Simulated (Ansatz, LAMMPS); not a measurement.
# Elastic response of amorphous SiO1.7 (154 atoms), part 2 of 3

How stiff is amorphous SiO1.7 (154 atoms)?

Ansatz 0.2.0; Kohn-Sham DFT, PBE, PAW (set soft_1), plane waves.

The cell: 57 Si and 97 O. The quench rate of 30 K/ps is many orders above laboratory rates. The network of bonds at the start is that of the classical potential that made the cell. Only the Γ point is sampled.

So far. Step 2 (Single point at the start): The r.m.s. force at the start is 1.3 eV/Å. Step 3 (Cell and atoms relaxed): The relaxation was stopped at its limit after 96 steps, with a largest force component of 0.12 eV/Å.

### 5. Volume -3 %

The relaxed cell is scaled evenly and the atoms are relaxed again; the stress at the end gives one point of P(V).

The input, input.yaml:

```yaml
crystal:
  lattice:
    - [13.00024, 0.08578, -0.03525]
    - [0.08578, 13.12108, 0.0999]
    - [-0.03525, 0.0999, 12.83518]
  atoms:
    [... the 154 atom lines of step 4 ...]
kpoints:
  mp_grid: { grid: [1, 1, 1] }
hamiltonian:
  xc: pbe
  pseudopotentials: { kind: paw, azcp: { folder: soft_1 } }
scf:
  occupations: { method: gaussian, width: 0.025 }
output:
  forces: true
  eigenvalues: true
  stress: true
relax:
  f_tol: 0.05
  max_steps: 70
```

On the command line:

```sh
$ ansatz run input.yaml --threads 4 --pin off --max-ram 15872MiB --backend cpu --events-out ev --progress --plain --runs-dir out
```

Numbers of over 12 decimals in the logs are rounded to 6 here.

The log of the run:

```text
Warning: output.stress: scf.convergence.dr2_threshold = 1e-7 eV (the SCF's general default) is looser than the 1.08e-8 eV advised for a printed stress (1e-10 eV for each atom of the cell: 154, of which 108 are counted). What an SCF threshold leaves in a stress goes as its square root, and in the free energy as the threshold itself, and one threshold admits the most on a small cell: [...]
[...]
Crystal: 154 atoms, lattice volume = 2189.148 Å³
Basis set: ecut = 420 eV, 42813 PW (Γ), exchange–correlation on 180×180×180 points (8 copies of the dense FFT grid, shifted against one another)
Bands: 559, of which v1, the nominal top of the filled ones, is band 405 counted from 1 (404 counted from 0)
Symmetry: 1 space group operations
[...]
k-points: 1
[...]
SCF iter   1: F=—  HF=-91483.739496 eV  |F-HF|=—  |Δ(HF+E_count)|=         —  Δρ=1.15e-1  dr2=2.74e2  ethr=3.10e-3  ⟨swp⟩=6.0  Hψ=2518  notcnv=0  defer=102
[...]
SCF iter  10: F=-91407.160677 eV  HF=-91407.160680 eV  |F-HF|=3.25e-6  |Δ(HF+E_count)|=   2.56e-5  Δρ=2.29e-5  dr2=1.37e-5  ethr=7.72e-9  ⟨swp⟩=22.0  Hψ=3984  notcnv=0
SCF 1 converged in 10 iterations: F = -91407.160677 eV  dr2 = 1.37e-5
[...]
relax step   1: F+E_penalty+E_count = -91407.16067652 eV  Δ(F+E_penalty+E_count) = +0.000e0 eV  max|allowed force component| = 6.138e-1 eV/Å  Δτ_max = 0.0000 Å  (10 SCF iters, dr2 threshold 6.25e-5 eV, accepted)
[...]
relax step   2: F+E_penalty+E_count = -91407.51879634 eV  Δ(F+E_penalty+E_count) = -3.581e-1 eV  max|allowed force component| = 3.345e-1 eV/Å  Δτ_max = 0.0619 Å  (6 SCF iters, dr2 threshold 2.35e-5 eV, accepted)
[...]
relax step   3: F+E_penalty+E_count = -91407.74484425 eV  Δ(F+E_penalty+E_count) = -2.260e-1 eV  max|allowed force component| = 2.012e-1 eV/Å  Δτ_max = 0.0681 Å  (8 SCF iters, dr2 threshold 6.99e-6 eV, accepted)
relax step   4: F+E_penalty+E_count = -91407.78159123 eV  Δ(F+E_penalty+E_count) = -3.675e-2 eV  max|allowed force component| = 1.532e-1 eV/Å  Δτ_max = 0.0412 Å  (6 SCF iters, dr2 threshold 1.20e-5 eV, accepted)
relax step   5: F+E_penalty+E_count = -91407.80866475 eV  Δ(F+E_penalty+E_count) = -2.707e-2 eV  max|allowed force component| = 1.469e-1 eV/Å  Δτ_max = 0.0241 Å  (6 SCF iters, dr2 threshold 8.50e-6 eV, accepted)
relax step   6: F+E_penalty+E_count = -91407.82736649 eV  Δ(F+E_penalty+E_count) = -1.870e-2 eV  max|allowed force component| = 1.297e-1 eV/Å  Δτ_max = 0.0260 Å  (6 SCF iters, dr2 threshold 1.25e-5 eV, accepted)
relax step   7: F+E_penalty+E_count = -91407.83793422 eV  Δ(F+E_penalty+E_count) = -1.057e-2 eV  max|allowed force component| = 1.034e-1 eV/Å  Δτ_max = 0.0346 Å  (6 SCF iters, dr2 threshold 1.31e-5 eV, accepted)
relax step   8: F+E_penalty+E_count = -91407.84634975 eV  Δ(F+E_penalty+E_count) = -8.416e-3 eV  max|allowed force component| = 6.749e-2 eV/Å  Δτ_max = 0.0291 Å  (6 SCF iters, dr2 threshold 6.78e-6 eV, accepted)
[...]
relax step   9: F+E_penalty+E_count = -91407.85174020 eV  Δ(F+E_penalty+E_count) = -5.390e-3 eV  max|allowed force component| = 4.438e-2 eV/Å  Δτ_max = 0.0249 Å  (8 SCF iters, accepted)
SCF converged after 8 iterations
Free energy (F): -91407.851740 eV
[...]
Internal energy: -91407.851592 eV  (E = F + TS)
E sigma→0 (E₀):  -91407.851666 eV
Entropy (-TS):   -0.000148 eV (-0.001 meV/atom)
Fermi energy:    5.689754 eV
[...]
--- Forces (eV/Å), atoms counted from 1 ---
  atom   1  Si    -0.00093957     0.01568550     0.00351147
  atom   2  Si    -0.00151698    -0.01623093     0.01116909
  atom   3  Si     0.02558286     0.00494947    -0.01088156
  atom   4  Si    -0.01087442     0.00943513     0.01295663
  atom   5  Si    -0.00463134     0.00431783     0.01405371
  atom   6  Si    -0.00853019     0.01333829     0.00187344
  atom   7  Si    -0.00550317     0.00272218     0.01433317
  atom   8  Si    -0.01981629    -0.00838763     0.01169283
  atom   9  Si     0.00007079     0.02480760    -0.02262655
  atom  10  Si     0.01573009    -0.00312098    -0.00264907
  atom  11  Si     0.01979801     0.03708897    -0.01486643
  atom  12  Si    -0.00659023     0.00515753    -0.00578181
  atom  13  Si    -0.01534690    -0.03028917     0.04437730
  atom  14  Si     0.01008234    -0.00256766    -0.02136424
[...]
atom 153  O     -0.00128739    -0.00411557     0.00326437
  atom 154  O      0.03216961    -0.00163399     0.02871734
  max |Σ_I F_I| component: 8.07e-5 eV/Å
--- Stress (GPa, compression-positive) ---
        1.622696       0.031364      -0.077885
        0.031363       1.201019      -0.077222
       -0.077887      -0.077221       1.396891
  P = ⅓ Tr σ = 1.4069 GPa (14.069 kbar)
--- Band table (eV) ---
[...]
--- Relaxed structure (9 steps of the walk, 9 accepted, 0 SCFs on fresh bases) ---
  F+E_penalty+E_count = -91407.85174020 eV   max|allowed force component| = 4.438e-2 eV/Å
  atoms:
    - { symbol: Si, position: [0.182382, 0.228859, 0.916272] }
    - { symbol: Si, position: [0.887050, 0.226160, 0.750765] }
    - { symbol: Si, position: [0.754028, 0.015323, 0.147346] }
    - { symbol: Si, position: [0.936130, 0.592368, 0.527923] }
[...]
- { symbol: O, position: [0.771335, 0.804398, 0.588172] }
```

The job ended after 5.7 min (4 threads of Arm Neoverse V2, shared host; peak memory 3.1 GiB).

The program notes that the SCF threshold is loose for the stress.

The relaxation converged after 9 steps, 0.691 eV below its start, with a largest force component of 0.044 eV/Å.

Volume -3 %: the energy stands 0.240 eV above that of the reference, at a pressure of 1.41 GPa.

### 6. Volume +3 %

The relaxed cell is scaled to another volume.

Input and log are left out; they have the form of those shown for this kind of step.

It took 5 min on 4 threads of Arm Neoverse V2, shared host; peak memory 3.3 GiB; 20 min of CPU time.

The relaxation converged after 7 steps, 0.591 eV below its start, with a largest force component of 0.045 eV/Å.

Volume +3 %: the energy stands 0.351 eV above that of the reference, at a pressure of -1.61 GPa.

### 7. Volume -6 %

The relaxed cell is scaled to another volume.

Input and log are left out; they have the form of those shown for this kind of step.

It took 9.2 min on 4 threads of Arm Neoverse V2, shared host; peak memory 3.1 GiB; 36 min of CPU time.

The relaxation converged after 12 steps, 2.90 eV below its start, with a largest force component of 0.047 eV/Å.

Volume -6 %: the energy stands 1.16 eV above that of the reference, at a pressure of 3.01 GPa.

### 8. Volume +6 %

The relaxed cell is scaled to another volume.

input.yaml, the sections that differ from step 5:

```yaml
crystal:
  lattice:
    - [13.39047, 0.08836, -0.03631]
    - [0.08836, 13.51495, 0.1029]
    - [-0.03631, 0.1029, 13.22046]
  atoms:
    [... the 154 atom lines of step 4 ...]
# kpoints, hamiltonian, scf, output, relax: as in step 5
```

The log of the run:

```text
[...]
Crystal: 154 atoms, lattice volume = 2392.263 Å³
Basis set: ecut = 420 eV, 46789 PW (Γ), exchange–correlation on 180×192×180 points (8 copies of the dense FFT grid, shifted against one another)
Bands: 559, of which v1, the nominal top of the filled ones, is band 405 counted from 1 (404 counted from 0)
Symmetry: 1 space group operations
[...]
k-points: 1
[...]
SCF iter   1: F=—  HF=-91471.015349 eV  |F-HF|=—  |Δ(HF+E_count)|=         —  Δρ=1.02e-1  dr2=2.50e2  ethr=3.10e-3  ⟨swp⟩=6.0  Hψ=2522  notcnv=0  defer=91
[...]
SCF iter   9: F=—  HF=-91404.602227 eV  |F-HF|=—  |Δ(HF+E_count)|=   1.74e-5  Δρ=6.75e-5  dr2=1.13e-4  ethr=8.26e-8  ⟨swp⟩=3.0  Hψ=742  notcnv=0  defer=146
SCF iter  10: F=-91404.602223 eV  HF=-91404.602227 eV  |F-HF|=3.97e-6  |Δ(HF+E_count)|=   5.02e-8  Δρ=2.21e-5  dr2=1.43e-5  ethr=7.72e-9  ⟨swp⟩=17.0  Hψ=4240  notcnv=0
SCF 1 converged in 10 iterations: F = -91404.602223 eV  dr2 = 1.43e-5
[...]
relax step   1: F+E_penalty+E_count = -91404.60222334 eV  Δ(F+E_penalty+E_count) = +0.000e0 eV  max|allowed force component| = 9.789e-1 eV/Å  Δτ_max = 0.0000 Å  (10 SCF iters, dr2 threshold 6.25e-5 eV, accepted)
[...]
relax step   2: F+E_penalty+E_count = -91405.82695294 eV  Δ(F+E_penalty+E_count) = -1.225e0 eV  max|allowed force component| = 5.983e-1 eV/Å  Δτ_max = 0.1467 Å  (6 SCF iters, dr2 threshold 5.99e-5 eV, accepted)
[...]
relax step   3: F+E_penalty+E_count = -91406.52225480 eV  Δ(F+E_penalty+E_count) = -6.953e-1 eV  max|allowed force component| = 3.825e-1 eV/Å  Δτ_max = 0.1296 Å  (7 SCF iters, dr2 threshold 2.24e-5 eV, accepted)
relax step   4: F+E_penalty+E_count = -91406.63780256 eV  Δ(F+E_penalty+E_count) = -1.155e-1 eV  max|allowed force component| = 6.686e-1 eV/Å  Δτ_max = 0.2000 Å  (7 SCF iters, dr2 threshold 5.46e-5 eV, accepted)
relax step   5: F+E_penalty+E_count = -91406.73381518 eV  Δ(F+E_penalty+E_count) = -9.601e-2 eV  max|allowed force component| = 1.827e-1 eV/Å  Δτ_max = 0.0797 Å  (5 SCF iters, dr2 threshold 1.00e-4 eV, accepted)
relax step   6: F+E_penalty+E_count = -91406.75187468 eV  Δ(F+E_penalty+E_count) = -1.806e-2 eV  max|allowed force component| = 9.351e-2 eV/Å  Δτ_max = 0.0247 Å  (8 SCF iters, accepted)
relax step   7: F+E_penalty+E_count = -91406.76519193 eV  Δ(F+E_penalty+E_count) = -1.332e-2 eV  max|allowed force component| = 9.247e-2 eV/Å  Δτ_max = 0.0291 Å  (9 SCF iters, accepted)
relax step   8: F+E_penalty+E_count = -91406.77264412 eV  Δ(F+E_penalty+E_count) = -7.452e-3 eV  max|allowed force component| = 6.613e-2 eV/Å  Δτ_max = 0.0213 Å  (8 SCF iters, accepted)
[...]
relax step   9: F+E_penalty+E_count = -91406.77728244 eV  Δ(F+E_penalty+E_count) = -4.638e-3 eV  max|allowed force component| = 3.935e-2 eV/Å  Δτ_max = 0.0183 Å  (8 SCF iters, accepted)
SCF converged after 8 iterations
Free energy (F): -91406.777282 eV
[...]
Internal energy: -91406.777282 eV  (E = F + TS)
E sigma→0 (E₀):  -91406.777282 eV
Fermi energy:    4.847960 eV
[...]
Σ components = -91406.777282   (vs F -91406.777282, Δ=0.00e0)
--- Forces (eV/Å), atoms counted from 1 ---
  atom   1  Si     0.00019396    -0.00467489    -0.00030752
  atom   2  Si     0.01590984     0.02269636     0.00594018
  atom   3  Si     0.00960524    -0.01099579     0.00201239
  atom   4  Si    -0.00088591    -0.00641656    -0.00468405
[...]
atom 154  O     -0.00226031     0.00745743    -0.02625475
  max |Σ_I F_I| component: 4.22e-5 eV/Å
--- Stress (GPa, compression-positive) ---
       -3.324436       0.022889       0.123408
        0.022887      -2.606637       0.217662
        0.123406       0.217664      -2.966622
  P = ⅓ Tr σ = -2.9659 GPa (-29.659 kbar)
--- Band table (eV) ---
[...]
--- Relaxed structure (9 steps of the walk, 9 accepted, 0 SCFs on fresh bases) ---
  F+E_penalty+E_count = -91406.77728244 eV   max|allowed force component| = 3.935e-2 eV/Å
  atoms:
    - { symbol: Si, position: [0.178623, 0.229001, 0.913534] }
    - { symbol: Si, position: [0.891135, 0.233459, 0.753529] }
    - { symbol: Si, position: [0.748084, 0.012428, 0.151002] }
    - { symbol: Si, position: [0.936903, 0.593935, 0.532922] }
[...]
- { symbol: O, position: [0.773907, 0.797405, 0.602277] }
```

Wall time 6.4 min (4 threads); peak memory 3.4 GiB; 25 min of CPU time.

The relaxation converged after 9 steps, 2.18 eV below its start, with a largest force component of 0.039 eV/Å.

Volume +6 %: the energy stands 1.31 eV above that of the reference, at a pressure of -2.97 GPa.

### 9. Volume -10 %

The relaxed cell is scaled to another volume.

Input and log are left out; they have the form of those shown for this kind of step.

Wall time 15 min (4 threads of Arm Neoverse V2, shared host); peak memory 3.1 GiB.

The relaxation converged after 17 steps, 8.91 eV below its start, with a largest force component of 0.043 eV/Å.

Volume -10 %: the energy stands 3.40 eV above that of the reference, at a pressure of 5.09 GPa.

### 10. Stretched by 1 % along x

The relaxed cell is strained along x alone, which gives the stiffness along x and its coupling to y and z.

input.yaml, the sections that differ from step 8:

```yaml
crystal:
  lattice:
    - [13.26423, 0.08666, -0.03561]
    - [0.08753, 13.25498, 0.10092]
    - [-0.03597, 0.10092, 12.96616]
  atoms:
    [... the 154 atom lines of step 4 ...]
# kpoints, hamiltonian, scf, output, relax: as in step 8
```

The log of the run:

```text
[...]
Crystal: 154 atoms, lattice volume = 2279.422 Å³
Basis set: ecut = 420 eV, 44531 PW (Γ), exchange–correlation on 180×180×180 points (8 copies of the dense FFT grid, shifted against one another)
Bands: 559, of which v1, the nominal top of the filled ones, is band 405 counted from 1 (404 counted from 0)
Symmetry: 1 space group operations
[...]
k-points: 1
[...]
SCF iter   1: F=—  HF=-91479.429411 eV  |F-HF|=—  |Δ(HF+E_count)|=         —  Δρ=1.09e-1  dr2=2.62e2  ethr=3.10e-3  ⟨swp⟩=6.0  Hψ=2513  notcnv=0  defer=102
[...]
SCF iter  10: F=-91407.867023 eV  HF=-91407.867024 eV  |F-HF|=6.62e-7  |Δ(HF+E_count)|=   2.17e-6  Δρ=1.99e-5  dr2=1.10e-5  ethr=7.72e-9  ⟨swp⟩=16.0  Hψ=4221  notcnv=0
SCF 1 converged in 10 iterations: F = -91407.867023 eV  dr2 = 1.10e-5
[...]
relax step   1: F+E_penalty+E_count = -91407.86702292 eV  Δ(F+E_penalty+E_count) = +0.000e0 eV  max|allowed force component| = 3.978e-1 eV/Å  Δτ_max = 0.0000 Å  (10 SCF iters, dr2 threshold 6.25e-5 eV, accepted)
[...]
relax step   2: F+E_penalty+E_count = -91407.94767416 eV  Δ(F+E_penalty+E_count) = -8.065e-2 eV  max|allowed force component| = 2.479e-1 eV/Å  Δτ_max = 0.0302 Å  (6 SCF iters, dr2 threshold 9.89e-6 eV, accepted)
[...]
relax step   3: F+E_penalty+E_count = -91407.99410916 eV  Δ(F+E_penalty+E_count) = -4.643e-2 eV  max|allowed force component| = 1.194e-1 eV/Å  Δτ_max = 0.0495 Å  (7 SCF iters, dr2 threshold 3.84e-6 eV, accepted)
relax step   4: F+E_penalty+E_count = -91408.00064567 eV  Δ(F+E_penalty+E_count) = -6.537e-3 eV  max|allowed force component| = 7.990e-2 eV/Å  Δτ_max = 0.0395 Å  (6 SCF iters, dr2 threshold 3.31e-6 eV, accepted)
relax step   5: F+E_penalty+E_count = -91408.00525128 eV  Δ(F+E_penalty+E_count) = -4.606e-3 eV  max|allowed force component| = 5.785e-2 eV/Å  Δτ_max = 0.0111 Å  (7 SCF iters, accepted)
[...]
relax step   6: F+E_penalty+E_count = -91408.00969649 eV  Δ(F+E_penalty+E_count) = -4.445e-3 eV  max|allowed force component| = 4.973e-2 eV/Å  Δτ_max = 0.0151 Å  (8 SCF iters, accepted)
SCF converged after 8 iterations
Free energy (F): -91408.009696 eV
[...]
Internal energy: -91408.009696 eV  (E = F + TS)
E sigma→0 (E₀):  -91408.009696 eV
Entropy (-TS):   -0.000000 eV (-0.000 meV/atom)
Fermi energy:    5.287260 eV
[...]
--- Forces (eV/Å), atoms counted from 1 ---
  atom   1  Si    -0.00469380     0.00691263     0.00858110
  atom   2  Si     0.00557140     0.00816248     0.02086508
  atom   3  Si     0.03679955    -0.00433793    -0.01183926
  atom   4  Si     0.01115117    -0.00843742     0.00596400
  atom   5  Si     0.01141670     0.01347653     0.00805738
  atom   6  Si     0.00236910    -0.00201106     0.01480301
  atom   7  Si    -0.00421400     0.00010623    -0.00485938
  atom   8  Si    -0.01755284    -0.01646136     0.00846389
  atom   9  Si     0.00757920     0.01342493    -0.00360806
  atom  10  Si     0.00414581    -0.01780897     0.00564870
  atom  11  Si     0.00202571     0.01556605    -0.00383733
  atom  12  Si    -0.00211942     0.00851096    -0.00513314
  atom  13  Si     0.00285448    -0.00734068     0.00844979
  atom  14  Si    -0.02925463     0.00400686    -0.00611195
[...]
atom 153  O      0.00776645     0.00149232    -0.00775670
  atom 154  O      0.01229995     0.00125373     0.00229991
  max |Σ_I F_I| component: 8.59e-5 eV/Å
--- Stress (GPa, compression-positive) ---
       -1.303107       0.028770       0.048956
        0.028769      -0.384262       0.038409
        0.048954       0.038411      -0.454047
  P = ⅓ Tr σ = -0.7138 GPa (-7.138 kbar)
--- Band table (eV) ---
[...]
--- Relaxed structure (6 steps of the walk, 6 accepted, 0 SCFs on fresh bases) ---
  F+E_penalty+E_count = -91408.00969649 eV   max|allowed force component| = 4.973e-2 eV/Å
  atoms:
    - { symbol: Si, position: [0.181286, 0.229153, 0.914909] }
    - { symbol: Si, position: [0.889989, 0.229127, 0.753025] }
    - { symbol: Si, position: [0.750854, 0.013583, 0.148371] }
    - { symbol: Si, position: [0.936346, 0.593542, 0.529903] }
[...]
- { symbol: O, position: [0.773213, 0.801308, 0.594390] }
```

Run time: 3.8 min. Hardware: 4 threads; peak memory 3.2 GiB.

The relaxation converged after 6 steps, 0.143 eV below its start, with a largest force component of 0.050 eV/Å.

Stretched by 1 % along x: the energy stands 0.0821 eV above that of the reference, at a pressure of -0.714 GPa.

[end of part 2 of 3]

[Logs are printed without paths, hosts, clocks, repeated set-up lines and the standing remarks that a program may print on its own settings, such as how far it seeks lower states.]

[Hosts, paths, dates, database ids (printed as entryN), source tags and the programs' standing remarks are cut or masked in the printed files.]
